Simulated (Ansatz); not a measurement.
Reflectivity of Al2Cu (I4/mcm) at normal incidence (Ansatz, LDA, independent particles, without spin-orbit coupling, line width 0.15 eV (Gaussian), carrier damping 0.03 eV):

| E (eV) | R (%) |
| --- | --- |
| 1.00 | 92.1 |
| 1.25 | 85.9 |
| 1.50 | 57.7 |
| 1.75 | 63.8 |
| 2.00 | 71.7 |
| 2.25 | 77.9 |
| 2.50 | 79.6 |
| 2.75 | 80.1 |
| 3.00 | 80.7 |
| 3.25 | 80.3 |
| 3.50 | 80.0 |
| 3.75 | 80.0 |
| 4.00 | 79.0 |
| 4.25 | 76.2 |
| 4.50 | 74.1 |
| 4.75 | 74.5 |
| 5.00 | 73.8 |

What colour would a polished face show in daylight?

Near white: CIE x = 0.309, y = 0.327, luminous reflectivity 78 % under D65, from the mean over the axes.
